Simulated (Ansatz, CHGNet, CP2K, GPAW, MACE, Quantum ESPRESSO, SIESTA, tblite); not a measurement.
**Random packing of Sn (61 atoms): one structure in several programs**

Wanted: errors and costs of other methods on random packing of Sn (61 atoms). A plane-wave run serves as the reference.

Main program and level: Ansatz 0.2.0; Kohn-Sham DFT, PBE, PAW, plane waves.

## (1) Starting point

The cell holds 61 atoms: 61 Sn. Cell: a = 11.914 Å, b = 11.914 Å, c = 11.914 Å, α = 90.0°, β = 90.0°, γ = 90.0°. 61 atoms (61 Sn) packed at random in a cube at 7.11 g/cm³ and pushed apart as soft spheres; a start for melting by ab initio MD, not an equilibrated structure. Then every atom was moved at random, 0.05 Å r.m.s. a Cartesian component.

## (2) Plane-wave reference

The PAW files are the set soft_2.

The input, input.yaml:

```yaml
crystal:
  lattice:
    - [11.9137, 0.0, 0.0]
    - [0.0, 11.9137, 0.0]
    - [0.0, 0.0, 11.9137]
  atoms:
    - { symbol: Sn, position: [0.97595, 0.14213, 0.00187] }
    - { symbol: Sn, position: [0.44745, 0.00268, 0.0922] }
    - { symbol: Sn, position: [0.80622, 0.54071, 0.95317] }
    - { symbol: Sn, position: [0.26119, 0.34622, 0.08365] }
    [... 51 atom lines left out ...]
    - { symbol: Sn, position: [0.87088, 0.42299, 0.14017] }
    - { symbol: Sn, position: [0.47668, 0.52691, 0.46505] }
    - { symbol: Sn, position: [0.66905, 0.59664, 0.36567] }
    - { symbol: Sn, position: [0.62572, 0.27779, 0.70515] }
    - { symbol: Sn, position: [0.5682, 0.36423, 0.12637] }
    - { symbol: Sn, position: [0.99079, 0.93604, 0.1126] }
kpoints:
  mp_grid: { grid: [1, 1, 1] }
hamiltonian:
  xc: pbe
scf:
  occupations: { method: fermi_dirac, width: 0.05 }
output:
  forces: true
  eigenvalues: true
  populations: true
  stress: true
```

On the command line:

```
$ ansatz run input.yaml --threads 8 --pin off --max-ram 15872MiB --backend cpu --events-out ev --progress --plain --runs-dir out
```

Numbers of over 12 decimals in the logs are rounded to 6 here.

Log:

```text
[...]
Pseudopotentials: kind: paw
Pseudopotential: Sn, paw, valence charge 14, recommended cutoff 420 eV (normal), Sn.paw.azcp
[... 5 lines on functional and potentials left out ...]
Crystal: 61 atoms, lattice volume = 1690.986 Å³
Basis set: ecut = 420 eV, 33059 PW (Γ), exchange–correlation on 160×160×160 points (8 copies of the dense FFT grid, shifted against one another)
Bands: 513, of which v1, the nominal top of the filled ones, is band 427 counted from 1 (426 counted from 0)
Symmetry: 1 space group operations
Space group: P1 (ITA 1), of the structure as read, at distance tolerance 1.2e-4 Å
k-points: 1
[... 3 lines on functional and potentials left out ...]
Initial density: superposition of atomic densities (neutral atoms: chi_scale 0, normalization atom), corrected by the library's trained network
Initial wavefunctions: pseudopotential atomic-orbital guess
[...]
SCF iter   1: F=—  HF=-367436.840099 eV  |F-HF|=—  |Δ(HF+E_count)|=         —  Δρ=4.05e-3  dr2=1.05e0  ethr=1.77e-3  ⟨swp⟩=6.0  Hψ=1942  notcnv=0  defer=34
preconditioner: auto → LDOS  [metal: Δε(μ)=0.074 eV  Ē_g=19.396 eV  σ=0.050 eV  W_gap=0.35  n_scr=436 (ndim 8)  ℏωp=26.4 eV  f_vac=0.017  D(μ)=36.59/eV (n_scr^D=250)  β→1.0]
[...]
SCF iter   9: F=—  HF=-367436.672193 eV  |F-HF|=—  |Δ(HF+E_count)|=   2.64e-8  Δρ=2.28e-6  dr2=1.99e-7  ethr=2.27e-10  ⟨swp⟩=2.0  Hψ=889  notcnv=0  defer=52
SCF iter  10: F=-367436.672193 eV  HF=-367436.672193 eV  |F-HF|=2.59e-8  |Δ(HF+E_count)|=   2.31e-8  Δρ=1.03e-6  dr2=4.02e-8  ethr=1.17e-11  ⟨swp⟩=11.0  Hψ=2278  notcnv=0
SCF 1 converged in 10 iterations: F = -367436.672193 eV  dr2 = 4.02e-8
[...]
SCF converged after 10 iterations
Free energy (F): -367436.672193 eV
Harris-Foulkes:  -367436.672193 eV  (|F-HF|=2.59e-8)
Internal energy: -367436.359044 eV  (E = F + TS)
E sigma→0 (E₀):  -367436.515618 eV
Entropy (-TS):   -0.313149 eV (-5.134 meV/atom)
Fermi energy:    10.553326 eV
--- Per-component energies (eV) ---
[...]
Σ components = -367436.672193   (vs F -367436.672193, Δ=0.00e0)
--- Forces (eV/Å), atoms counted from 1 ---
  atom   1  Sn    -1.01780622    -0.91664691     1.69963957
  atom   2  Sn     0.98554545    -0.41383204     0.70756376
  atom   3  Sn    -1.50486144     1.16218859    -1.76594304
  atom   4  Sn     0.74758029     0.94263541     1.56443719
[...]
atom  61  Sn    -2.29597404     2.18188180    -1.02094138
  max |Σ_I F_I| component: 2.67e-5 eV/Å
--- Stress (GPa, compression-positive) ---
       14.759956      -2.875404      -2.508212
       -2.875404      14.808916       0.080107
       -2.508212       0.080107      15.432741
  P = ⅓ Tr σ = 15.0005 GPa (150.005 kbar)
--- Band table (eV) ---
  k-point 0: bands = ["-11.8152", "-11.8131", "-11.8055", "-11.7764", [... 497 levels ...], "14.8571", "14.9070", "14.9735", "15.0443", "15.0769", "15.1163", "15.2065", "15.2612", "15.2811", "15.3555", "15.4052", "15.4635"]
--- Löwdin populations: 61 sites ---
  site symbol       q [e]
     0     Sn     13.9667
     1     Sn     13.9641
     2     Sn     13.9909
[...]
60     Sn     13.9512
  spilling = 0.003212 (of n_electrons = 854.000000)
```

Wall time 16 s (8 threads of Arm Neoverse V2, shared host); peak memory 2.5 GiB.

The column dr2 measures how far the density is from self-consistency, as an energy; F and HF (Harris–Foulkes) agree once it is small.

Numbers from this run:

```
free energy                             : -367436.6722 eV
free energy per atom                    : -6023.5520 eV/atom
SCF cycles                              : 10
pressure                                : 15 GPa
r.m.s. force component                  : 1.178 eV/Å
longest force                           : 4.322 eV/Å
Fermi energy                            : 10.55 eV
levels partly filled by over 2 per cent : 7
spilling of the projection              : 0.003212
```

Neighbours are counted within 3.08 Å (Sn-Sn).

Length of the force by element and coordination:

```tsv
element	coordination	atoms	mean length of the force (eV/Å)	spread	least	most
Sn	all	61	1.88	0.792	0.300	4.32
Sn	1	3	1.14	0.129	1.00	1.31
Sn	2	5	1.20	0.404	0.492	1.57
Sn	3	13	1.83	0.878	0.468	4.32
Sn	4	23	2.08	0.756	0.300	3.60
Sn	5	15	2.01	0.699	0.628	3.40
Sn	6	1	2.62	0	2.62	2.62
Sn	7	1	0.795	0	0.795	0.795
```

The mean of these charges, 0.045 e, is only the charge that the projection spills.

Löwdin charges by element and coordination (they lack the spilled electrons, 0.045 e an atom on average):

```tsv
element	coordination	atoms	mean charge (e)	spread	least	most
Sn	all	61	0.045	0.0283	-0.0211	0.104
Sn	1	3	0.0208	0.0318	-0.0211	0.0561
Sn	2	5	0.0408	0.0378	-0.0191	0.0929
Sn	3	13	0.0353	0.0217	-0.01	0.0672
Sn	4	23	0.0479	0.0286	-0.0015	0.101
Sn	5	15	0.0532	0.0236	0.0088	0.104
Sn	6	1	0.0394	0	0.0394	0.0394
Sn	7	1	0.0782	0	0.0782	0.0782
```

The levels nearest the highest filled one (over half full), pooled over k-points and spins:

```tsv
level less the highest filled one (eV)	occupation
-0.307	2.00
-0.263	1.99
-0.200	1.98
-0.158	1.95
-0.0359	1.51
0	1.20
0.0545	0.674
0.0843	0.437
0.134	0.187
0.197	0.057
0.286	0.01
0.300	0.008
```

## (3) Structure statistics

Density 7.11 g/cm³, 27.72 Å³ an atom.

Pair distribution function in bins of 0.1 Å:

```tsv
r (Å)	total
2.35	0.00
2.45	0.12
2.55	0.44
2.65	2.55
2.75	2.97
2.85	1.87
2.95	2.01
3.05	0.86
3.15	1.32
3.25	1.50
3.35	1.10
3.45	0.72
3.55	0.63
3.65	0.92
3.75	0.77
3.85	0.68
3.95	1.07
4.05	0.88
4.15	0.75
4.25	1.28
4.35	0.95
4.45	0.80
4.55	0.66
4.65	1.00
4.75	1.41
4.85	0.98
4.95	1.18
5.05	1.05
5.15	1.42
5.25	1.15
5.35	0.93
5.45	0.95
5.55	0.82
5.65	0.89
5.75	0.88
5.85	0.91
5.95	1.18
```

Bonds by pair of elements; cutoffs follow the first minimum of g(r), held within bounds set by covalent radii, and pairs that aren't listed don't count as bonded:

```tsv
pair A-B	cutoff (Å)	bonds	mean length (Å)	spread (Å)	shortest (Å)	B about A	A about B
Sn-Sn	3.08	116	2.81	0.131	2.49	3.80	3.80
```

How many atoms have how many bonded neighbours:

```tsv
element	mean	1	2	3	4	5	6	7
Sn	3.80	3	5	13	23	15	1	1
```

## (4) The ladder

The programs:
- CHGNet: machine-learned potential, published weights.
- CP2K 2026.2: Gaussian basis with GTH pseudopotentials and a plane-wave density; labels give functional, basis (MOLOPT sets; SR short-range, UZH the newer set with its own potentials), grid cutoff/relative cutoff and solver (OT: orbital transformation; TRS4, TC2, SIGN: linear-scaling purification with its sparsity filter), or its built-in tight binding.
- GPAW 26.7.0: PAW with atomic orbitals (LCAO), plane waves or a real-space grid of spacing h.
- MACE: machine-learned potential, published weights.
- Quantum ESPRESSO 7.5: plane waves; labels (QE) give functional, pseudopotential set and cutoffs of waves/density.
- SIESTA 5.4.2: numerical atomic orbitals, whose automatically made sets are far from complete, with PseudoDojo norm-conserving potentials that we converted to its format (checked against plane waves on the same files for H, C, O, Si, Ge and Ca alone); labels give functional, basis size, energy shift and mesh cutoff.
- tblite 0.8.0: extended tight binding, driven from Python.

All use the same cell and atoms; the electronic-structure runs use the same k-mesh, and an electronic temperature of 580 K (0.05 eV) where levels are smeared.

Differences are against the plane-wave reference, forces as r.m.s. over components; share is that over the reference's r.m.s. force, slope the least-squares factor from reference forces to these. Total energies of different programs have different zeros and aren't compared.

```tsv
run	Δ force, r.m.s. (meV/Å)	share (%)	slope	Δ pressure (GPa)	cores	CPU time	memory (GiB)
reference	-	-	-	-	8	2 min	2.5
CHGNet 0.3.0 potential	368	31.2	1.152	1.50	1	2.6 s	0.54
CP2K GFN1-xTB, diagonalisation	596	50.6	1.229	-14.0	1	12 s	0.23
CP2K PBE, DZVP-UZH, 244/50 Ry, diagonalisation (coarse)	59.9	5.09	0.999	1.17	4	4.7 min	3.1
CP2K PBE, DZVP-UZH, 350/50 Ry, diagonalisation	59.9	5.09	0.999	1.17	4	3.1 min	3.6
CP2K PBE, SZV-MOLOPT-SR, 350/50 Ry, diagonalisation (coarse)	339	28.8	1.178	5.50	1	2.2 min	1.8
CP2K PBE, TZV2P-UZH, 350/50 Ry, diagonalisation	56.2	4.77	0.997	0.778	4	3.8 min	4.6
GPAW PBE, LCAO dzp, h 0.16 Å	73.1	6.20	1.060	-	1	7.7 min	3.7
GPAW PBE, LCAO dzp, h 0.2 Å	73.6	6.25	1.060	-	1	4.3 min	1.9
GPAW PBE, LCAO sz(dzp), h 0.2 Å (coarse)	375	31.8	1.278	-	1	68 s	1.5
GPAW PBE, LCAO szp(dzp), h 0.2 Å (coarse)	147	12.5	1.116	-	1	3.1 min	1.9
MACE MP-0b2 small potential	242	20.6	0.972	-2.05	1	5.5 s	0.64
MACE MP-0b3 medium potential	236	20.0	0.995	-1.63	1	6.1 s	0.72
QE PBE+D3(BJ), sssp-1.3.0-efficiency, 45/360 Ry	19.5	1.65	1.004	-2.34	4	15 min	4.9
QE PBE, sssp-1.3.0-efficiency, 45/360 Ry	7.38	0.626	1.006	-0.132	4	15 min	4.9
SIESTA PBE, DZ, shift 0.01 Ry, mesh 300 Ry (coarse)	295	25.1	1.183	0.490	1	2.4 min	0.96
SIESTA PBE, DZP, shift 0.005 Ry, mesh 300 Ry	163	13.8	1.125	1.52	2	8.9 min	2.1
SIESTA PBE, DZP, shift 0.01 Ry, mesh 300 Ry	199	16.9	1.149	1.45	2	6 min	1.8
SIESTA PBE, SZP, shift 0.01 Ry, mesh 300 Ry (coarse)	383	32.5	1.298	2.88	1	4.5 min	1.3
SIESTA revPBE, PBE potentials, DZP, shift 0.01 Ry, mesh 300 Ry	223	18.9	1.169	2.54	2	6.3 min	1.8
tblite IPEA1-xTB	801	68.0	1.480	2.04	1	4.3 s	0.13
```

Rows marked coarse were listed beforehand as settings not expected to be converged; some can still land near the reference.

Times of the machine-learned potentials are mostly Python's start and the loading of weights.

CPU time is summed over cores on a shared host, where runs went side by side, so it is rough. Symmetry, cutoffs, thresholds, outputs and thread counts weren't matched or tuned between programs; memory under MPI is the largest rank's times the ranks.

Runs without a result: tblite GFN2-xTB (not converged).

Within one program, basis, potentials and functional, energies share a zero. Each run against its twin at the usual cutoff or grid and solver:

```tsv
run	twin	Δ energy (meV/atom)	Δ force, r.m.s. (meV/Å)	CPU time over the twin's
CP2K PBE, DZVP-UZH, 244/50 Ry, diagonalisation	DZVP-UZH, 350/50 Ry, diagonalisation	4.0e-4	0.072	1.5
GPAW PBE, LCAO dzp, h 0.16 Å	LCAO dzp, h 0.2 Å	-17.2	6.82	1.8
```

## (5) Outcome

* reference r.m.s. force component: 1.18 eV/Å
* nearest in forces: QE PBE, sssp-1.3.0-efficiency, 45/360 Ry, 0.63 %
* farthest in forces: tblite IPEA1-xTB, 68 %
* cheapest electronic-structure run beside the reference: tblite IPEA1-xTB, 4.3 s of CPU time

What this shows: PBE on plane waves or a grid with other potentials, cutoffs or grids, coarse settings apart, differs from the reference by 0.63 % (QE PBE, sssp-1.3.0-efficiency, 45/360 Ry) of the r.m.s. force; this holds the reference's own error, so differences of a few per cent don't tell which side is nearer the exact PBE result (QE's 45 Ry are 612 eV, against the reference's 420 eV). The PBE runs in local orbitals, coarse settings apart, differ by 4.8 % (CP2K PBE, TZV2P-UZH, 350/50 Ry, diagonalisation) to 17 % (SIESTA PBE, DZP, shift 0.01 Ry, mesh 300 Ry); basis, grid and potentials can all enter. Tight binding differs by 51 % (CP2K GFN1-xTB, diagonalisation) to 68 % (tblite IPEA1-xTB); it is another model, with fitted parameters of its own, and the xTB methods hold dispersion. Machine-learned potentials differ by 20 % (MACE MP-0b3 medium potential) to 31 % (CHGNet 0.3.0 potential); they were trained on other programs' data. Rows with another functional or a dispersion term differ by 1.7 % (QE PBE+D3(BJ), sssp-1.3.0-efficiency, 45/360 Ry) to 19 % (SIESTA revPBE, PBE potentials, DZP, shift 0.01 Ry, mesh 300 Ry), which mixes the change of model with differences of basis and potentials, some of them made for another functional. IPEA1-xTB was fitted to ionisation energies and electron affinities, not to forces or charges. CP2K GFN1-xTB, diagonalisation needed 95 SCF steps, so its time overstates the method's usual cost. Runs with settings chosen to be coarse differ by 5.1 % (CP2K PBE, DZVP-UZH, 244/50 Ry, diagonalisation) to 33 % (SIESTA PBE, SZP, shift 0.01 Ry, mesh 300 Ry), their programs' other errors included. Of the electronic-structure runs that take under half the reference's CPU time, CP2K GFN1-xTB, diagonalisation comes nearest, at 51 % in 12 s against 2 min; its pressure misses by -14.0 GPa. SIESTA PBE, SZP, shift 0.01 Ry, mesh 300 Ry stiffens the forces by a factor of 1.30 while following their directions (correlation 0.995); the slopes of the 5 SIESTA runs lie between 1.13 and 1.30. In pressure, CP2K PBE, SZV-MOLOPT-SR, 350/50 Ry, diagonalisation misses by +5.5 GPa, at the same functional. In the reference: 7 levels are partly filled, by over 2 % (at Γ alone), as in a metal. In the reference: Löwdin charges run from -0.02 to +0.10 e, about a mean that is the spilled charge alone. Periodic xTB results under one method name differ between programs and library versions. The potentials hold different valence shells: 854 electrons in the reference, 244 in CP2K with TZV2P-UZH; this bears on time and differences. Machine-learned potentials mimic data converged in k, so the reference's own k-point error enters their differences. The reference's pressure of 15 GPa says that the cell would expand at this level of theory. The electronic-structure runs sample only Γ, in a cell whose shortest periodic width is 12 Å, which is coarse for a cell with partly filled levels.

[Also dropped from logs without a mark: logging warnings of Python, and SIESTA's first energy breakdown and zero terms.]

[Logs are printed without paths, hosts, clocks, repeated set-up lines and the standing remarks that a program may print on its own settings, such as how far it seeks lower states.]

[Hosts, paths, dates, database ids (printed as entryN), source tags and the programs' standing remarks are cut or masked in the printed files.]
